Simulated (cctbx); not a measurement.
# Diagnosing a refinement

Cell a = 5.2200 Å, b = 10.8000 Å, c = 8.6490 Å, α = 90.00°, β = 108.11°, γ = 90.00°; space group P2_1/c (no. 14).

Simulated single-crystal data (cctbx): Ag Kα, λ = 0.56087 Å, to d = 0.75 Å, 70 % of the full sphere, strongest reflection 20000 counts, noise from counting, a 1.5 % proportional error and a noise floor of 4 counts (s.d.); no absorption.

An anisotropic refinement with weights 1/σ² prints:

```text
Rint 0.025, 1129 unique reflections to 0.75 A
cycle     R1     wR2    GooF  max shift (A)
   1  0.0470  0.0959   3.015   0.00802
   2  0.0186  0.0403   1.266   0.00003
final R1 0.0186 wR2 0.0403 GooF 1.266  parameters 72  data/parameter 15.7
atom        x        y        z      Ueq    occ   su(xyz)  su(Uiso or U11)
I1     0.12528  0.11389  0.42158   0.0150  1.000  0.00005  0.0001
Mn1    0.52396  0.39831  0.64282   0.0199  1.000  0.00011  0.0003
P1     0.95307  0.39409  0.34843   0.0254  1.000  0.00022  0.0005
O1     0.18538  0.70195  0.20839   0.0205  1.000  0.00055  0.0013
O2     0.66258  0.96585  0.70019   0.0221  1.000  0.00054  0.0013
O3     0.77339  0.03103  0.03593   0.0277  1.000  0.00061  0.0016
O4     0.27357  0.21752  1.00017   0.0262  1.000  0.00059  0.0015
O5     0.90172  0.55087  0.85966   0.0326  1.000  0.00063  0.0016
difference map: max 0.89 min -0.65 rms 0.17
Q1    0.3808  0.6054  0.3315    4    0.90  0.48 A from Mn1
Q2    0.4826  0.5698  0.3358    4    0.90  0.40 A from Mn1
Q3    0.4533  0.5963  0.4070    4    0.81  0.48 A from Mn1
Q4    0.2267  0.2292  0.9728    4    0.59  0.31 A from O4
Q5    0.4242  0.0829  0.3221    4    0.54  0.68 A from O2
Q6    0.3798  0.0135  0.2403    4    0.54  0.66 A from O2
```

Q: Accept it or mend it, and why?

Mend it. The fault: wrong element: I1 is Sn. Against the right model at the same level, R1 goes from 0.0143 to 0.0186 and GooF from 0.94 to 1.27. I1 has 3 electrons too many and its U swells to shed them, as expected. The signs are weak, and the output alone doesn't single this fault out.

The compound is MnSnPO5. The right model at the same level gives:

```text
Rint 0.025, 1129 unique reflections to 0.75 A
cycle     R1     wR2    GooF  max shift (A)
   1  0.0341  0.0717   2.252   0.00707
   2  0.0143  0.0299   0.941   0.00001
final R1 0.0143 wR2 0.0299 GooF 0.941  parameters 72  data/parameter 15.7
atom        x        y        z      Ueq    occ   su(xyz)  su(Uiso or U11)
Sn1    0.12527  0.11389  0.42158   0.0134  1.000  0.00003  0.0001
Mn1    0.52393  0.39832  0.64281   0.0225  1.000  0.00009  0.0002
P1     0.95307  0.39415  0.34847   0.0280  1.000  0.00016  0.0004
O1     0.18538  0.70190  0.20858   0.0236  1.000  0.00041  0.0010
O2     0.66283  0.96576  0.70018   0.0251  1.000  0.00040  0.0010
O3     0.77291  0.03105  0.03565   0.0308  1.000  0.00045  0.0012
O4     0.27289  0.21759  1.00025   0.0291  1.000  0.00044  0.0011
O5     0.90089  0.55104  0.85959   0.0362  1.000  0.00047  0.0012
difference map: max 0.49 min -0.54 rms 0.14
Q1    0.4409  0.0831  0.3194    4    0.50  0.74 A from O2
Q2    0.3165  0.5684  0.6791    4    0.49  1.41 A from P1
Q3    0.3365  0.6745  0.6436    4    0.48  1.70 A from P1
Q4    0.4546  0.6595  0.2563    4    0.48  1.05 A from Mn1
Q5    0.2481  0.7460  0.0569    4    0.48  1.52 A from O1
Q6    0.2067  0.5247  0.2307    4    0.47  1.15 A from O5
```

This is a model crystal, built by substitution and not relaxed, with assumed displacement parameters.

[Middle refinement cycles are left out of these outputs.]

[Logs are printed without paths, hosts, clocks, repeated set-up lines and the standing remarks that a program may print on its own settings, such as how far it seeks lower states.]
